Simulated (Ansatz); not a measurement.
**SiC (Moissanite 3C, F-43m): from the cell to its phonons**

How does SiC (Moissanite 3C, F-43m) vibrate, and is this structure a minimum?

Main program and level: Ansatz 0.2.0; DFT LDA, scalar-relativistic, plane waves, PAW; PAW set soft_1.

**Measured values to reproduce.**

“On melting of silicon carbide under pressure” (2012, arxiv:1210.3244) quotes from earlier work for SiC, 3C polytype (zincblende) (single crystals from silicon oxide and carbon black reaction at 2800 K, annealed in air): lattice constant a (a of cubic 3C-SiC starting crystals) 4.357 Å [Starting-material characterisation; no method, uncertainty or temperature given].

For SiC, cubic 3C zincblende (literature value), “Insight into the structural, elastic and electronic properties of a new orthorhombic 6O-SiC polytype” (2020, pmc:7200658) quotes earlier work: band gap (indirect gap) 2.4 eV [literature value; measurement temperature and method not stated].

“Infrared properties of SiC particles” (1999, arxiv:astro-ph/9903031) quotes from earlier work for SiC, 3C (beta, cubic zinc blende) (literature average; scatter up to 0.2): ε∞ (high-frequency dielectric constant) 6.49 [average of published experimental values; polytype label garbled in the row, 3C inferred …].

“The effects of helium, strontium, and silver triple ions implanted into SiC” (2023, pmc:10585298) reports for SiC, zincblende 3C (polycrystalline, some 6H present), by Raman spectroscopy, 532 nm (un-implanted polycrystalline wafer, mainly 3C with some 6H): Raman mode (TO, upper component of the split transverse peak) about 794.3 cm⁻¹ [polycrystalline mixed 3C/6H wafer; TO peak is split, unlike ideal 3C].

“Optical properties of silicon carbide for astrophysical applications I. New laboratory infrared reflectance spectra and optical constants” (2008, arxiv:0803.1210) reports for SiC, 3C (zinc blende), by FTIR reflectance, classical dispersion analysis (high-purity CVD 3C-SiC wafer, 292 K): infrared mode (TO at Gamma) about 797.5 cm⁻¹ [TO position from reflectance band and dispersion fit; imperfect surface polish].

### 1. Set-up

Symmetry: F-43m, No. 216, cubic system. The conventional cell has a = 4.358 Å, b = 4.358 Å, c = 4.358 Å, α = 90.00°, β = 90.00°, γ = 90.00°. Nearest to Si lie 4 C at 1.89 Å. C has 4 Si at 1.89 Å nearest. Farther neighbours are not listed.

As a file:

```cif
data_structure
_symmetry_space_group_name_H-M 'F-43m'
_symmetry_Int_Tables_number 216
_cell_length_a 4.3580
_cell_length_b 4.3580
_cell_length_c 4.3580
_cell_angle_alpha 90.000
_cell_angle_beta 90.000
_cell_angle_gamma 90.000
_cell_volume 82.77
loop_
_atom_site_label
_atom_site_type_symbol
_atom_site_symmetry_multiplicity
_atom_site_Wyckoff_symbol
_atom_site_fract_x
_atom_site_fract_y
_atom_site_fract_z
_atom_site_occupancy
Si1 Si 4 a 0.00000 0.00000 0.00000 1
C1 C 4 d 0.25000 0.25000 0.75000 1
```

### 2. Relaxation

Harmonic phonons are second derivatives at a point where the forces vanish, and they are wanted at zero stress, so atoms and cell are relaxed first.

File input.yaml:

```yaml
crystal:
  lattice:
    - [0.0, 2.179, 2.179]
    - [2.179, 0.0, 2.179]
    - [2.179, 2.179, 0.0]
  atoms:
    - { symbol: Si, position: [0.0, 0.0, 0.0] }
    - { symbol: C, position: [0.25, 0.25, 0.25] }
kpoints:
  mp_grid: { grid: [10, 10, 10] }
hamiltonian:
  xc: lda
  pseudopotentials: { kind: paw, azcp: { folder: soft_1 }, xc_functional: pbe }
scf:
  occupations: { method: gaussian, width: 0.02 }
output:
  forces: true
  stress: true
  eigenvalues: true
  write_density: true
  write_potential: true
  elf: true
  volumetric_format: npy
relax:
  adjacent_minimum: "off"
  f_tol: 0.005
  max_steps: 80
  cell: { stress_tol: 0.05 }
```

Command:

```
$ ansatz run input.yaml --threads 8 --pin off --max-ram 16384MiB --backend cpu --events-out ev --progress --plain --runs-dir out
```

Numbers of over 12 decimals in the logs are rounded to 6 here.

Output:

```text
Engine: ansatz 0.2.0, x86_64-unknown-linux-gnu
Pseudopotentials: kind: paw
Pseudopotential: Si, paw, valence charge 4, recommended cutoff 420 eV (normal), soft_1/Si.paw.azcp
Pseudopotential: C, paw, valence charge 4, recommended cutoff 420 eV (normal), soft_1/C.paw.azcp
Functional definition: SPW92
  exchange = slater_x
  correlation = pw_c
Crystal: 2 atoms, lattice volume = 20.692 Å³
Basis set: ecut = 420 eV, 411 PW (Γ)
Bands: 8, of which v1, the nominal top of the filled ones, is band 4 counted from 1 (3 counted from 0)
Symmetry: 24 space group operations
Space group: F-43m (ITA 216), of the structure as read, at distance tolerance 2.7e-5 Å
k-points: 47 of 1000 (time reversal used)
Non-local potential: Si, projectors of the file, l = 0: 2, l = 1: 2, l = 2: 1
Non-local potential: C, projectors of the file, l = 0: 2, l = 1: 2, l = 2: 1
PAW form: soft (Blöchl's): semilocal exchange-correlation on the pseudo side does not see the compensation charge
PAW frozen core: Si, regenerated for the run's functional, and the local potential with it (the file was generated under x = pbe(κ = 0.804, μ = 0.219515), c = pbe(β = 0.066725))
PAW frozen core: C, regenerated for the run's functional, and the local potential with it (the file was generated under x = pbe(κ = 0.804, μ = 0.219515), c = pbe(β = 0.066725))
PAW one-centre angular grid: Si, 110 points (default); XC on 64 Gauss nodes
PAW one-centre angular grid: C, 110 points (default); XC on 64 Gauss nodes
Initial density: superposition of atomic densities (chi_scale 0.1, normalization cell, long waves kept (reshape's long-wave potential 0.00 eV rms))
Initial wavefunctions: pseudopotential atomic-orbital guess
Functional: x = slater, c = lda
SCF iter   1: F=—  HF=-853.735342 eV  |F-HF|=—  |Δ(HF+E_count)|=         —  Δρ=1.37e-1  dr2=4.76e0  ethr=3.10e-3  ⟨swp⟩=6.1  Hψ=3217  notcnv=0
preconditioner: auto → none  [insulator: Δε(μ)=3.327 eV  Ē_g=14.658 eV  σ=0.020 eV  W_gap=1.00  n_scr=0 (ndim 8)  ℏωp=23.1 eV  f_vac=0.000  D(μ)=0.00/eV (n_scr^D=0)  ε∞_Penn≈3.5]
SCF iter   2: F=—  HF=-852.310313 eV  |F-HF|=—  |Δ(HF+E_count)|=    1.43e0  Δρ=5.07e-2  dr2=3.54e-1  ethr=3.10e-3  ⟨swp⟩=3.1  Hψ=1305  notcnv=0
SCF iter   3: F=—  HF=-852.207826 eV  |F-HF|=—  |Δ(HF+E_count)|=   1.02e-1  Δρ=1.88e-2  dr2=3.86e-2  ethr=3.10e-3  ⟨swp⟩=2.3  Hψ=795  notcnv=0
SCF iter   4: F=—  HF=-852.199178 eV  |F-HF|=—  |Δ(HF+E_count)|=   8.65e-3  Δρ=1.34e-3  dr2=1.93e-4  ethr=4.82e-4  ⟨swp⟩=2.0  Hψ=561  notcnv=0
SCF iter   5: F=—  HF=-852.199250 eV  |F-HF|=—  |Δ(HF+E_count)|=   7.23e-5  Δρ=1.68e-4  dr2=1.89e-6  ethr=2.41e-6  ⟨swp⟩=2.4  Hψ=558  notcnv=0
SCF iter   6: F=—  HF=-852.199252 eV  |F-HF|=—  |Δ(HF+E_count)|=   1.88e-6  Δρ=3.54e-5  dr2=1.15e-7  ethr=1.25e-9  ⟨swp⟩=10.4  Hψ=2785  notcnv=0
SCF iter   7: F=-852.199252 eV  HF=-852.199252 eV  |F-HF|=4.27e-10  |Δ(HF+E_count)|=   2.88e-8  Δρ=5.36e-6  dr2=2.26e-9  ethr=1.25e-9  ⟨swp⟩=7.0  Hψ=1639  notcnv=0
SCF 1 converged in 7 iterations: F = -852.199252 eV  dr2 = 2.26e-9
  greatest PAW one-centre occupation: 0.639 electrons in one spin orbital (limit 2), on the C atom at site 1 (counted from 0), in its partial waves of l = 0
relax step   1: F+E_penalty+E_count = -852.19925176 eV  Δ(F+E_penalty+E_count) = +0.000e0 eV  max|allowed force component| = 3.701e-16 eV/Å  Δτ_max = 0.0000 Å  P = -4.419 GPa  Ω = 20.692 Å³  (7 SCF iters, dr2 threshold 1.00e-7 eV, accepted)
Crystal: 2 atoms, lattice volume = 20.475 Å³
Initial density: handed on by an earlier stage of this run
Initial wavefunctions: those handed on with the density
iter 1 solved again at ethr=2.35e-5 eV; its pass at ethr=3.10e-3 eV (dr2=1.88e-3 eV) is discarded
SCF iter   1: F=—  HF=-852.204585 eV  |F-HF|=—  |Δ(HF+E_count)|=         —  Δρ=2.69e-3  dr2=1.83e-3  ethr=2.35e-5  ⟨swp⟩=1.2  Hψ=3318  notcnv=0
preconditioner: auto → none  [insulator: Δε(μ)=1.345 eV  Ē_g=14.023 eV  σ=0.020 eV  W_gap=1.00  n_scr=0 (ndim 8)  ℏωp=23.2 eV  f_vac=0.000  D(μ)=0.00/eV (n_scr^D=0)  ε∞_Penn≈3.7]
SCF iter   2: F=—  HF=-852.204008 eV  |F-HF|=—  |Δ(HF+E_count)|=   5.77e-4  Δρ=7.58e-4  dr2=1.01e-4  ethr=2.29e-5  ⟨swp⟩=2.5  Hψ=729  notcnv=0
SCF iter   3: F=—  HF=-852.203972 eV  |F-HF|=—  |Δ(HF+E_count)|=   3.67e-5  Δρ=2.02e-4  dr2=7.12e-6  ethr=1.26e-6  ⟨swp⟩=2.6  Hψ=549  notcnv=0
SCF iter   4: F=-852.203968 eV  HF=-852.203968 eV  |F-HF|=2.13e-8  |Δ(HF+E_count)|=   3.32e-6  Δρ=2.20e-5  dr2=6.05e-8  ethr=2.50e-9  ⟨swp⟩=6.6  Hψ=2240  notcnv=0
SCF 2 converged in 4 iterations: F = -852.203968 eV  dr2 = 6.05e-8
  greatest PAW one-centre occupation: 0.641 electrons in one spin orbital (limit 2), on the C atom at site 1 (counted from 0), in its partial waves of l = 0
relax step   2: F+E_penalty+E_count = -852.20396844 eV  Δ(F+E_penalty+E_count) = -4.717e-3 eV  max|allowed force component| = 9.252e-17 eV/Å  Δτ_max = 0.0000 Å  P = -2.105 GPa  Ω = 20.475 Å³  energy of the carried Pulay correction = +2.774e-4 eV  (4 SCF iters, dr2 threshold 2.00e-7 eV, accepted)
Crystal: 2 atoms, lattice volume = 20.281 Å³
iter 1 solved again at ethr=1.93e-5 eV; its pass at ethr=3.10e-3 eV (dr2=1.55e-3 eV) is discarded
SCF iter   1: F=—  HF=-852.205974 eV  |F-HF|=—  |Δ(HF+E_count)|=         —  Δρ=2.45e-3  dr2=1.51e-3  ethr=1.93e-5  ⟨swp⟩=1.2  Hψ=3285  notcnv=0
preconditioner: auto → none  [insulator: Δε(μ)=1.334 eV  Ē_g=14.110 eV  σ=0.020 eV  W_gap=1.00  n_scr=0 (ndim 8)  ℏωp=23.3 eV  f_vac=0.000  D(μ)=0.00/eV (n_scr^D=0)  ε∞_Penn≈3.7]
SCF iter   2: F=—  HF=-852.205496 eV  |F-HF|=—  |Δ(HF+E_count)|=   4.78e-4  Δρ=6.83e-4  dr2=7.97e-5  ethr=1.88e-5  ⟨swp⟩=2.5  Hψ=729  notcnv=0
SCF iter   3: F=—  HF=-852.205466 eV  |F-HF|=—  |Δ(HF+E_count)|=   2.98e-5  Δρ=1.87e-4  dr2=5.90e-6  ethr=9.96e-7  ⟨swp⟩=2.6  Hψ=548  notcnv=0
SCF iter   4: F=-852.205463 eV  HF=-852.205463 eV  |F-HF|=1.87e-8  |Δ(HF+E_count)|=   2.76e-6  Δρ=2.06e-5  dr2=5.33e-8  ethr=2.50e-9  ⟨swp⟩=6.5  Hψ=2138  notcnv=0
SCF 3 converged in 4 iterations: F = -852.205463 eV  dr2 = 5.33e-8
  greatest PAW one-centre occupation: 0.642 electrons in one spin orbital (limit 2), on the C atom at site 1 (counted from 0), in its partial waves of l = 0
relax step   3: F+E_penalty+E_count = -852.20546310 eV  Δ(F+E_penalty+E_count) = -1.495e-3 eV  max|allowed force component| = 1.110e-16 eV/Å  Δτ_max = 0.0000 Å  P = +0.062 GPa  Ω = 20.281 Å³  energy of the carried Pulay correction = +5.272e-4 eV  (4 SCF iters, dr2 threshold 2.00e-7 eV, accepted)
[...]
relax step   4: F+E_penalty+E_count = -852.20545710 eV  Δ(F+E_penalty+E_count) = +5.994e-6 eV  max|allowed force component| = 1.156e-16 eV/Å  Δτ_max = 0.0000 Å  P = +0.000 GPa  Ω = 20.286 Å³  energy of the carried Pulay correction = +5.201e-4 eV  (3 SCF iters, dr2 threshold 9.49e-9 eV, accepted)
Initial wavefunctions: pseudopotential atomic-orbital guess (no wavefunctions were taken with the density)
iter 1 solved again at ethr=1.26e-7 eV; its pass at ethr=3.10e-3 eV (dr2=1.01e-5 eV) is discarded
SCF iter   1: F=—  HF=-852.204955 eV  |F-HF|=—  |Δ(HF+E_count)|=         —  Δρ=6.27e-5  dr2=1.06e-7  ethr=1.26e-7  ⟨swp⟩=3.1  Hψ=4434  notcnv=0
preconditioner: auto → none  [insulator: Δε(μ)=1.301 eV  Ē_g=14.096 eV  σ=0.020 eV  W_gap=1.00  n_scr=0 (ndim 8)  ℏωp=23.3 eV  f_vac=0.000  D(μ)=0.00/eV (n_scr^D=0)  ε∞_Penn≈3.7]
SCF iter   2: F=—  HF=-852.204955 eV  |F-HF|=—  |Δ(HF+E_count)|=   2.69e-8  Δρ=3.11e-5  dr2=2.49e-8  ethr=1.32e-9  ⟨swp⟩=2.3  Hψ=555  notcnv=0
SCF iter   3: F=—  HF=-852.204955 eV  |F-HF|=—  |Δ(HF+E_count)|=   2.85e-8  Δρ=7.69e-6  dr2=5.07e-9  ethr=3.11e-10  ⟨swp⟩=2.0  Hψ=538  notcnv=0
SCF iter   4: F=-852.204955 eV  HF=-852.204955 eV  |F-HF|=1.14e-12  |Δ(HF+E_count)|=  2.03e-10  Δρ=5.50e-7  dr2=1.79e-11  ethr=1.00e-12  ⟨swp⟩=4.9  Hψ=1802  notcnv=0
SCF 5 converged in 4 iterations: F = -852.204955 eV  dr2 = 1.79e-11
relax step   5: F+E_penalty+E_count = -852.20495544 eV  Δ(F+E_penalty+E_count) = +5.017e-4 eV  max|allowed force component| = 1.203e-16 eV/Å  Δτ_max = 0.0000 Å  P = -0.041 GPa  Ω = 20.286 Å³  stress off target by 4.07e-2 GPa  SCF on the basis re-selected at this cell (its energy is not comparable with the rows above)  (4 SCF iters)
basis re-selected at this cell: Δ(F+E_penalty+E_count) = +5.017e-4 eV, ΔP = -0.041 GPa vs the last step (what re-selecting the basis moved, of the pressure what is left beyond the Pulay correction that the steps carried, after the strain that the cell walked since its last selection, with what the two solves' SCF thresholds leave and, on support functions, any second-order correction that the steps lacked; it is no m [...]
SCF converged after 4 iterations
Free energy (F): -852.204955 eV
Harris-Foulkes:  -852.204955 eV  (|F-HF|=1.14e-12)
Internal energy: -852.204955 eV  (E = F + TS)
E sigma→0 (E₀):  -852.204955 eV
Fermi energy:    10.146731 eV
--- Per-component energies (eV) ---
  E_band       = 28.623211
  E_kinetic    = 134.314714
  E_local      = -95.856426  (includes V_loc(G=0)·N_el)
  E_nonlocal   = 47.391120
  E_hartree    = 31.336275
  E_xc         = -105.209988
  E_vxc        = -109.124426  (∫ρ·V_xc dr)
  E_paw        = -577.657827  (= ΣΔE_a)
  E_vpaw       = -10.774355  (= ΣTr[D̂ρ^β])
  E_aug_tail   = 0.000048  (compensation charges beyond the density's cutoff)
  E_ewald      = -286.670034
  E_core_change = 0.147163  (= ΣΔE_core)
  E_smearing   = -0.000000  (= −TS)
  E_closure    = 0.000000  (closes the sum)
  Σ components = -852.204955   (vs F -852.204955, Δ=0.00e0)
--- Forces (eV/Å), atoms counted from 1 ---
  atom   1  Si    -0.00000000    -0.00000000    -0.00000000
  atom   2  C     -0.00000000     0.00000000     0.00000000
  max |Σ_I F_I| component: 1.11e-16 eV/Å
--- Stress (GPa, compression-positive) ---
       -0.040651       0.000000       0.000000
        0.000000      -0.040651       0.000000
        0.000000       0.000000      -0.040651
  P = ⅓ Tr σ = -0.0407 GPa (-0.407 kbar)
--- Band table (eV; the first three rows and the last of 47) ---
  k-point 0: bands = ["-5.9834", "9.4964", "9.4964", "9.4964", "15.9893", "16.8289", "16.8289", "16.8289"]
  k-point 1: bands = ["-5.7843", "8.4950", "9.3614", "9.3614", "16.1727", "17.0735", "17.0735", "17.1538"]
  k-point 2: bands = ["-5.1953", "6.3654", "9.0513", "9.0513", "15.8219", "17.4293", "17.4293", "18.3660"]
  k-point 46: bands = ["-0.5599", "2.3083", "4.5896", "4.8244", "14.1450", "17.5559", "19.5945", "20.7197"]
--- Relaxed structure (4 steps of the walk, 4 accepted, 1 SCFs on fresh bases) ---
  F+E_penalty+E_count = -852.20495544 eV   max|allowed force component| = 1.203e-16 eV/Å   (the final SCF, on the basis selected at the relaxed cell)
  cell:  # Å, volume = 20.2862 Å³
    - [0, 2.164662, 2.164662]
    - [2.164662, 0, 2.164662]
    - [2.164662, 2.164662, 0]
  atoms:
    - { symbol: Si, position: [0, 0, 0] }
    - { symbol: C, position: [0.25, 0.25, 0.25] }
```

Run time: 1.4 s. Hardware: 8 threads of Intel Xeon at 2.60GHz (Ice Lake), shared host; peak memory 0.37 GiB; 7 s of CPU time.

Step by step:

```csv
step,energy less that of the first step (eV),largest force component (eV/Å),pressure (GPa),volume (Å³)
1,0.0000,0.0000,-4.42,20.69
2,-0.0047,0.0000,-2.11,20.47
3,-0.0062,0.0000,0.06,20.28
4,-0.0062,0.0000,0.00,20.29
5*,-0.0057,0.0000,-0.04,20.29
```

Relaxation steps marked * repeat the geometry before them on a plane-wave basis chosen anew for their cell, so energy and pressure can jump there.

Forces are held to the 24 operations that the run works with; a distortion that breaks them can't arise in this run.

```csv
"conventional cell, symmetrised",before,after,change
a (Å),4.358,4.329,-0.7 %
b (Å),4.358,4.329,-0.7 %
c (Å),4.358,4.329,-0.7 %
volume (Å³/atom),10.35,10.14,-2.0 %
```

The relaxed structure:

```cif
data_structure
_symmetry_space_group_name_H-M 'P 1'
_symmetry_Int_Tables_number 1
_cell_length_a 3.0613
_cell_length_b 3.0613
_cell_length_c 3.0613
_cell_angle_alpha 60.000
_cell_angle_beta 60.000
_cell_angle_gamma 60.000
_cell_volume 20.29
loop_
_atom_site_label
_atom_site_type_symbol
_atom_site_fract_x
_atom_site_fract_y
_atom_site_fract_z
_atom_site_occupancy
Si1 Si 0.00000 0.00000 0.00000 1
C2 C 0.25000 0.25000 0.25000 1
```

Numbers from this step:

```yaml
pressure: -0.04065 GPa
gap_on_the_k_mesh: 1.301 eV
volume_per_atom: 10.14 Å³
direct_gap_on_mesh: 4.537 eV
```

Valence density in the ac plane of a cell with a along [110], b along [-110] and c along [001] of the cube at fractional y = 0.000, with atoms of Si and C within 0.2 Å of it. It is the smooth field of the valence electrons, not physical close to the nuclei.

Ten even steps from '0' (0.1 e/Å³) to '9' (1.7 e/Å³), each cell a mean:
```
02344432013344331
13588753124688642
12599952124899731
01489841012699620
00246420001365310
00012100000122100
00000000000000000
00000000000000000
00000000000000000
11000001110000011
11100011111000011
01111111001111110
```
Columns run along a (6.1 Å), rows up along c (4.3 Å), edges of the conventional cell, whose origin can differ from the input's. Atoms in or near the plane, at fractional coordinates: Si at (0.50, 0.00), Si at (0.00, 0.00), C at (0.75, 0.75), C at (0.25, 0.75).

Electrostatic potential energy in the ac plane of a cell with a along [110], b along [-110] and c along [001] of the cube at fractional y = 0.000, with atoms of Si and C within 0.2 Å of it. With pseudopotentials it is smooth inside the atoms' cores, unlike the true potential.

Ten even steps from '_' (-42 eV) to '@' (13 eV), each cell a mean:
```
++--**%%%%%%**--++====##%%%%##====
--++##==::==##++--==****----****==
##%%**..__..##%%##%%%%==____==%%%%
@@@@##::__::##@@@@@@@@++____++@@@@
@@@@@@##++##@@@@@@@@@@%%****%%@@@@
@@@@@@@@@@@@@@@@@@@@@@@@@@@@@@@@@@
@@@@@@@@@@@@@@@@@@@@@@@@@@@@@@@@@@
@@@@@@@@@@@@@@@@@@@@@@@@@@@@@@@@@@
@@@@@@@@@@@@@@@@@@@@@@@@@@@@@@@@@@
**##%%@@@@@@%%##++**%%@@@@@@@@%%**
----##@@@@@@##------++%%@@@@%%++--
##--++%%@@%%++--##++--##@@@@##--++
```
Columns run along a (6.1 Å; values clipped at the 3rd and 97th percentile), rows up along c (4.3 Å), edges of the conventional cell, whose origin can differ from the input's. Atoms in or near the plane, at fractional coordinates: Si at (0.50, 0.00), Si at (0.00, 0.00), C at (0.75, 0.75), C at (0.25, 0.75).

ELF in the ac plane of a cell with a along [110], b along [-110] and c along [001] of the cube at fractional y = 0.000, with atoms of Si and C within 0.2 Å of it. It is the smooth field of the valence electrons, not physical close to the nuclei.

Values, 7 rows by 16 columns, each cell a mean:
```
0.34 0.70 0.88 0.78 0.72 0.86 0.82 0.47 0.34 0.70 0.88 0.78 0.72 0.86 0.82 0.47
0.41 0.72 0.79 0.38 0.21 0.68 0.80 0.54 0.41 0.72 0.79 0.38 0.21 0.68 0.80 0.54
0.12 0.34 0.60 0.64 0.61 0.65 0.47 0.18 0.12 0.34 0.60 0.64 0.61 0.65 0.47 0.18
0.03 0.08 0.25 0.47 0.52 0.35 0.13 0.04 0.03 0.08 0.25 0.47 0.52 0.35 0.13 0.04
0.15 0.12 0.08 0.09 0.09 0.08 0.10 0.14 0.15 0.12 0.08 0.09 0.09 0.08 0.10 0.14
0.37 0.31 0.19 0.09 0.07 0.14 0.27 0.35 0.37 0.31 0.19 0.09 0.07 0.14 0.27 0.35
0.30 0.28 0.45 0.44 0.41 0.47 0.35 0.26 0.30 0.28 0.45 0.44 0.41 0.47 0.35 0.26
```
Columns run along a (6.1 Å), rows up along c (4.3 Å), edges of the conventional cell, whose origin can differ from the input's. Atoms in or near the plane, at fractional coordinates: Si at (0.50, 0.00), Si at (0.00, 0.00), C at (0.75, 0.75), C at (0.25, 0.75).

In this step the volume went from 10.35 to 10.14 Å³/atom.

### 3. Tight relaxation

Phonons need a cell at rest on their own settings, so the relaxation is repeated with tight tolerances on forces and stress on the k mesh and occupations of the first response run.

File input.yaml:

```yaml
crystal:
  lattice:
    - [0.0, 2.1646624483, 2.1646624483]
    - [2.1646624483, 0.0, 2.1646624483]
    - [2.1646624483, 2.1646624483, 0.0]
  atoms:
    - { symbol: Si, position: [0.0, 0.0, 0.0] }
    - { symbol: C, position: [0.25, 0.25, 0.25] }
kpoints:
  mp_grid: { grid: [12, 12, 12] }
hamiltonian:
  xc: lda
  pseudopotentials: { kind: paw, azcp: { folder: soft_1 }, xc_functional: pbe }
scf:
  occupations: { method: fixed }
output:
  forces: true
  stress: true
  eigenvalues: true
relax:
  adjacent_minimum: "off"
  f_tol: 0.001
  max_steps: 60
  cell: { stress_tol: 0.01 }
```

Output:

```text
[...]
Crystal: 2 atoms, lattice volume = 20.286 Å³
Basis set: ecut = 420 eV, 411 PW (Γ)
Bands: 8, of which v1, the nominal top of the filled ones, is band 4 counted from 1 (3 counted from 0)
Symmetry: 24 space group operations
[...]
k-points: 72 of 1728 (time reversal used)
[...]
P = ⅓ Tr σ = -0.0000 GPa (-0.000 kbar)
--- Band table (eV; the first three rows and the last of 72) ---
[...]
--- Relaxed structure (3 steps of the walk, 3 accepted, 1 SCFs on fresh bases) ---
[...]
cell:  # Å, volume = 20.2826 Å³
    - [0, 2.164534, 2.164534]
    - [2.164534, 0, 2.164534]
    - [2.164534, 2.164534, 0]
  atoms:
    - { symbol: Si, position: [0, 0, 0] }
    - { symbol: C, position: [0.250000, 0.250000, 0.250000] }
[key lines of the parts left out:]
SCF converged after 4 iterations
Free energy (F): -852.205128 eV
Fermi energy:    9.498478 eV
```

The job ended after 1.4 s (8 threads; peak memory 0.37 GiB).

Little changed from the start: no atom moved by 0.005 Å and no cell edge by 0.1 %.

Numbers from this step:

- pressure: -4.53e-5 GPa

The forces vanish by symmetry and the pressure is 0.000 GPa, within the tolerances set. The cell now holds 10.14 Å³/atom.

(Continued in part 2 of 3.)

[Logs are printed without paths, hosts, clocks, repeated set-up lines and the standing remarks that a program may print on its own settings, such as how far it seeks lower states.]

[Hosts, paths, dates, database ids (printed as entryN), source tags and the programs' standing remarks are cut or masked in the printed files.]
